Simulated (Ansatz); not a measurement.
# N on Mo(100): change of the work function, part 5 of 5

How does N on the hollow site change the work function of Mo(100) as the layer fills?

Ansatz 0.2.0; plane-wave DFT, PBEsol, Ansatz PAW (the session's first sound run).

So far, work function, upper face (eV): step 2 (the clean slab, PBEsol) 4.00; step 8 (the 0.25 ML cell at another level of theory, cutoff 420 eV, functional PBE) 3.94; step 9 (the 0.25 ML cell at another level of theory, cutoff 420 eV, functional RPBE) 3.77; step 10 (the 0.25 ML cell at another level of theory, cutoff 1800 eV, functional PBE, PBE JTH) 3.94; step 11 (the 0.25 ML cell at another level of theory, cutoff 500 eV, functional r2SCAN) 3.89.

### 13. The same run with other settings

This step: plane-wave DFT, PBEsol, Ansatz PAW (Ansatz 0.2.0).

System of this step: Mo5N (N/Mo(100)). The cell holds 6 atoms: 5 Mo and 1 N. Cell: a = 3.150 Å, b = 3.150 Å, c = 24.553 Å, α = 90.0°, β = 90.0°, γ = 90.0°. Vacuum lies along c.

A run with a changed input: it repeats the earlier run at 1 ML with kpoints.mp_grid.grid from [10, 10, 1] to [3, 3, 1] and scf.lower_state_search to light.

Contents of input.yaml:

```yaml
crystal:
  lattice:
    - [3.15, 0.0, 0.0]
    - [0.0, 3.15, 0.0]
    - [0.0, 0.0, 24.5534437742]
  atoms:
    - { symbol: Mo, position: [0.0, 0.0, 0.3665473602] }
    - { symbol: Mo, position: [0.5, 0.5, 0.4306931483] }
    - { symbol: Mo, position: [0.0, 0.0, 0.4921301245] }
    - { symbol: Mo, position: [0.5, 0.5, 0.5582348982] }
    - { symbol: Mo, position: [0.0, 0.0, 0.6130888975] }
    - { symbol: "N", position: [0.5, 0.5, 0.6334526398] }
kpoints:
  mp_grid: { grid: [3, 3, 1] }
hamiltonian:
  xc: pbesol
scf:
  occupations: { method: fermi_dirac, width: 0.1 }
  convergence: { dr2_threshold: 1.0e-08 }
  lower_state_search: light
efield:
  axis: 3
  dipole_correction: true
  ramp_position: 0.97
  ramp_width: 0.06
relax:
  f_tol: 0.02
  max_steps: 60
  constraints: [{ sites: [0, 1] }]
output:
  bader: true
  write_potential: true
  write_density: true
  volumetric_format: npy
```

Launch:

```console
$ ansatz run input.yaml --threads 4 --pin off --max-ram 12288MiB --backend cpu --events-out ev --progress --plain --runs-dir out
```

Numbers of over 12 decimals in the logs are rounded to 6 here.

The program printed:

```text
[...]
Crystal: 6 atoms, lattice volume = 243.632 Å³
Basis set: ecut = 420 eV, 4787 PW (Γ), exchange–correlation on 48×48×360 points (8 copies of the dense FFT grid, shifted against one another)
Bands: 45, of which v1, the nominal top of the filled ones, is band 38 counted from 1 (37 counted from 0)
Symmetry: 8 space group operations
[...]
k-points: 3 of 9
[...]
SCF iter   1: F=—  HF=-24861.925911 eV  |F-HF|=—  |Δ(HF+E_count)|=         —  Δρ=9.80e-3  dr2=1.54e0  ethr=1.77e-3  p=-0.032 e·Å  D=-2.40e-2 V/Å  ΔV_dip=0.59 eV  dr2_dipole=4.94e-1  V_vac-E_F(+/−)=4.57/3.98 eV  ⟨swp⟩=8.7  Hψ=669  notcnv=0
[...]
SCF iter  11: F=-24861.876460 eV  HF=-24861.876460 eV  |F-HF|=4.11e-8  |Δ(HF+E_count)|=   4.87e-8  Δρ=1.59e-6  dr2=9.26e-9  ethr=1.33e-11  p=-0.012 e·Å  D=-9.05e-3 V/Å  ΔV_dip=0.22 eV  dr2_dipole=3.56e-10  V_vac-E_F(+/−)=4.56/4.34 eV  ⟨swp⟩=11.3  Hψ=1078  notcnv=0
SCF 1 converged in 11 iterations: F = -24861.876460 eV  dr2 = 9.26e-9
[...]
relax step   1: F+E_penalty+E_count = -24861.87645993 eV  Δ(F+E_penalty+E_count) = +0.000e0 eV  max|allowed force component| = 6.816e0 eV/Å  Δτ_max = 0.0000 Å  (11 SCF iters, accepted)
[...]
SCF iter   1: F=—  HF=-24862.966000 eV  |F-HF|=—  |Δ(HF+E_count)|=         —  Δρ=1.74e-2  dr2=7.66e0  ethr=3.10e-3  p=-0.012 e·Å  D=-9.05e-3 V/Å  ΔV_dip=0.22 eV  dr2_dipole=3.18e0  V_vac-E_F(+/−)=4.48/4.25 eV  ⟨swp⟩=6.7  Hψ=402  notcnv=0
[...]
SCF iter  11: F=-24862.837921 eV  HF=-24862.837921 eV  |F-HF|=2.43e-9  |Δ(HF+E_count)|=   4.69e-8  Δρ=8.83e-7  dr2=7.76e-9  ethr=1.33e-11  p=0.033 e·Å  D=2.43e-2 V/Å  ΔV_dip=-0.60 eV  dr2_dipole=2.67e-9  V_vac-E_F(+/−)=3.71/4.30 eV  ⟨swp⟩=11.0  Hψ=1098  notcnv=0
SCF 2 converged in 11 iterations: F = -24862.837921 eV  dr2 = 7.76e-9
relax step   2: F+E_penalty+E_count = -24862.83792146 eV  Δ(F+E_penalty+E_count) = -9.615e-1 eV  max|allowed force component| = 9.820e-1 eV/Å  Δτ_max = 0.1949 Å  (11 SCF iters, accepted)
SCF iter   1: F=—  HF=-24863.005126 eV  |F-HF|=—  |Δ(HF+E_count)|=         —  Δρ=1.46e-2  dr2=2.41e0  ethr=3.10e-3  p=0.033 e·Å  D=2.43e-2 V/Å  ΔV_dip=-0.60 eV  dr2_dipole=5.12e-1  V_vac-E_F(+/−)=3.69/4.29 eV  ⟨swp⟩=6.7  Hψ=358  notcnv=0
[...]
SCF iter  12: F=-24862.886863 eV  HF=-24862.886863 eV  |F-HF|=6.11e-10  |Δ(HF+E_count)|=   9.26e-9  Δρ=4.11e-7  dr2=1.56e-9  ethr=1.33e-11  p=0.036 e·Å  D=2.70e-2 V/Å  ΔV_dip=-0.66 eV  dr2_dipole=2.77e-10  V_vac-E_F(+/−)=3.66/4.33 eV  ⟨swp⟩=10.0  Hψ=924  notcnv=0
SCF 3 converged in 12 iterations: F = -24862.886863 eV  dr2 = 1.56e-9
relax step   3: F+E_penalty+E_count = -24862.88686308 eV  Δ(F+E_penalty+E_count) = -4.894e-2 eV  max|allowed force component| = 4.478e-1 eV/Å  Δτ_max = 0.1659 Å  (12 SCF iters, accepted)
[...]
relax step   4: F+E_penalty+E_count = -24862.90609752 eV  Δ(F+E_penalty+E_count) = -1.923e-2 eV  max|allowed force component| = 1.262e-1 eV/Å  Δτ_max = 0.0632 Å  (10 SCF iters, accepted)
[...]
relax step   5: F+E_penalty+E_count = -24862.90714251 eV  Δ(F+E_penalty+E_count) = -1.045e-3 eV  max|allowed force component| = 2.465e-2 eV/Å  Δτ_max = 0.0109 Å  (9 SCF iters, accepted)
SCF iter   1: F=—  HF=-24862.907074 eV  |F-HF|=—  |Δ(HF+E_count)|=         —  Δρ=1.23e-4  dr2=5.57e-5  ethr=5.60e-6  p=0.032 e·Å  D=2.39e-2 V/Å  ΔV_dip=-0.59 eV  dr2_dipole=3.15e-6  V_vac-E_F(+/−)=3.74/4.33 eV  ⟨swp⟩=1.0  Hψ=183  notcnv=0
[...]
SCF iter   6: F=-24862.907170 eV  HF=-24862.907170 eV  |F-HF|=3.33e-9  |Δ(HF+E_count)|=  1.60e-10  Δρ=8.10e-7  dr2=2.37e-9  ethr=1.33e-11  p=0.032 e·Å  D=2.39e-2 V/Å  ΔV_dip=-0.59 eV  dr2_dipole=1.27e-10  V_vac-E_F(+/−)=3.74/4.33 eV  ⟨swp⟩=10.7  Hψ=1068  notcnv=0
SCF 6 converged in 6 iterations: F = -24862.907170 eV  dr2 = 2.37e-9
relax step   6: F+E_penalty+E_count = -24862.90716951 eV  Δ(F+E_penalty+E_count) = -2.701e-5 eV  max|allowed force component| = 1.216e-4 eV/Å  Δτ_max = 0.0019 Å  (6 SCF iters, accepted)
[...]
SCF converged after 6 iterations
Free energy (F): -24862.907170 eV
[...]
Internal energy: -24862.690855 eV  (E = F + TS)
E sigma→0 (E₀):  -24862.799012 eV
Entropy (-TS):   -0.216315 eV (-36.052 meV/atom)
Fermi energy:    4.453148 eV
Dipole field:    D = 0.023877 V/Å  (p = 0.032148 e·Å, saw-weighted, corrected)
Work function:   Φ+ = 3.7424 eV   Φ− = 4.3287 eV
[...]
--- Forces (eV/Å), atoms counted from 1 ---
  atom   1  Mo    -0.00000000     0.00000000     2.22208784
  atom   2  Mo     0.00000000     0.00000000    -2.22218282
  atom   3  Mo    -0.00000000     0.00000000     0.00005164
  atom   4  Mo     0.00000000     0.00000000    -0.00009156
  atom   5  Mo     0.00000000     0.00000000     0.00002459
  atom   6  N      0.00000000     0.00000000     0.00012162
  max |Σ_I F_I| component: 1.13e-5 eV/Å
--- Band table (eV) ---
  k-point 0: bands = [... 34 lower, 3.4321, 3.4321, 3.6233, 4.2034, 4.3124, 4.3124, 4.3471, 4.5373, ... 3 higher]
  k-point 1: bands = [... 34 lower, 3.5520, 3.9443, 3.9654, 4.3117, 4.7068, 5.0069, 5.2988, 5.4439, ... 3 higher]
  k-point 2: bands = [... 34 lower, 2.6240, 3.0151, 4.5741, 4.6444, 4.9978, 5.6252, 5.7283, 5.9985, ... 3 higher]
--- Relaxed structure (6 steps of the walk, 6 accepted, 0 SCFs on fresh bases) ---
  F+E_penalty+E_count = -24862.90716951 eV   max|allowed force component| = 1.216e-4 eV/Å
  atoms:
    - { symbol: Mo, position: [0.0, 0.0, 0.3665473602] }
    - { symbol: Mo, position: [0.500000, 0.500000, 0.4306931483] }
    - { symbol: Mo, position: [0, 0.0, 0.495804] }
    - { symbol: Mo, position: [0.500000, 0.500000, 0.554815] }
    - { symbol: Mo, position: [0, 0.0, 0.624796] }
    - { symbol: N, position: [0.500000, 0.500000, 0.637125] }
--- Bader charges: 6 sites ---
  site symbol  charge [e]  shift [e]
     0     Mo     -0.0547     0.0000
     1     Mo      0.0530     0.0000
     2     Mo      0.0356     0.0001
     3     Mo      0.3254     0.0006
     4     Mo      1.0352     0.0005
     5      N     -1.3945     0.0002
  estimated error of the sums over rays = 6.2e-4 e
```

The job ended after 16 s (4 threads of Arm Neoverse V2, shared host; peak memory 0.48 GiB).

| quantity | this run | earlier run | difference |
| --- | --- | --- | --- |
| work function, upper face (eV) | 3.742 | 3.728 | 0.015 |
| work function, lower face (eV) | 4.329 | 3.993 | 0.34 |
| dipole along the normal (e·Å) | 0.03215 | 0.01455 | 0.018 |

What moves beyond 0.01 in its unit (for the dipole 0.5 % and 5e-5 e·Å): dipole along the normal (+0.0176 e·Å), work function, lower face (+0.335 eV) and work function, upper face (+0.0146 eV).

The change shows in the results, which are not taken further.

### 14. Varying the input

System of this step: Mo(100). The cell holds 5 atoms: 5 Mo. Cell: a = 3.150 Å, b = 3.150 Å, c = 24.300 Å, α = 90.0°, β = 90.0°, γ = 90.0°. Vacuum lies along c.

An input spoilt on purpose, to show how the run answers: it repeats the earlier run at 0 ML with efield.amplitude to 0 and efield.dipole_correction from true to false, and scf.max_iter set to 75.

Contents of input.yaml:

```yaml
crystal:
  lattice:
    - [3.15, 0.0, 0.0]
    - [0.0, 3.15, 0.0]
    - [0.0, 0.0, 24.3]
  atoms:
    - { symbol: Mo, position: [0.0, 0.0, 0.3703703704] }
    - { symbol: Mo, position: [0.5, 0.5, 0.4351851852] }
    - { symbol: Mo, position: [0.0, 0.0, 0.5] }
    - { symbol: Mo, position: [0.5, 0.5, 0.5648148148] }
    - { symbol: Mo, position: [0.0, 0.0, 0.6296296296] }
kpoints:
  mp_grid: { grid: [10, 10, 1] }
hamiltonian:
  xc: pbesol
scf:
  occupations: { method: fermi_dirac, width: 0.1 }
  convergence: { dr2_threshold: 1.0e-08 }
  max_iter: 75
efield:
  axis: 3
  dipole_correction: false
  ramp_position: 0.97
  ramp_width: 0.06
  amplitude: 0
relax:
  f_tol: 0.02
  max_steps: 60
  constraints: [{ sites: [0, 1] }]
output:
  write_potential: true
  write_density: true
  volumetric_format: npy
```

The program printed:

```text
Error: invalid value for `efield.amplitude`: is zero with dipole_correction: false — the section would apply nothing; set a non-zero amplitude, enable dipole_correction, or remove the block
```

Elapsed: 0.02 s, on 4 threads; peak memory 0.031 GiB.

The input was rejected at the start.

The program's message: “Error: invalid value for `efield.amplitude`: is zero with dipole_correction: false — the section would apply nothing; set a non-zero amplitude, enable dipole_correction, or remove the block”

The fault put into the input: a field block that applies nothing.

### 15. Summary of results

```json
{
  "work function of the clean face": "4.00 eV",
  "work function at 0.11 ML": "3.99 eV",
  "work function at 0.25 ML": "4.04 eV",
  "work function at 0.5 ML": "3.66 eV",
  "work function at 1 ML": "3.73 eV",
  "dipole per adsorbate at 0.11 ML, positive end outwards": "0.01 D"
}
```

At the lowest coverage N changes the work function of Mo(100) by under 0.15 eV, within the error of so thin a slab; the largest change, -0.35 eV, comes at higher coverage. The slab has 5 layers, at the tabulated experimental lattice constant, one starting site was run, and quantum-size effects of a slab this thin can reach one or two tenths of an eV.

[Logs are printed without paths, hosts, clocks, repeated set-up lines and the standing remarks that a program may print on its own settings, such as how far it seeks lower states.]

[Hosts, paths, dates, database ids (printed as entryN), source tags and the programs' standing remarks are cut or masked in the printed files.]

[Maps of the electrostatic potential energy from Ansatz leave out the sawtooth potential of an applied field or a dipole correction, so their vacuum need not be flat; planar profiles and work functions include it.]
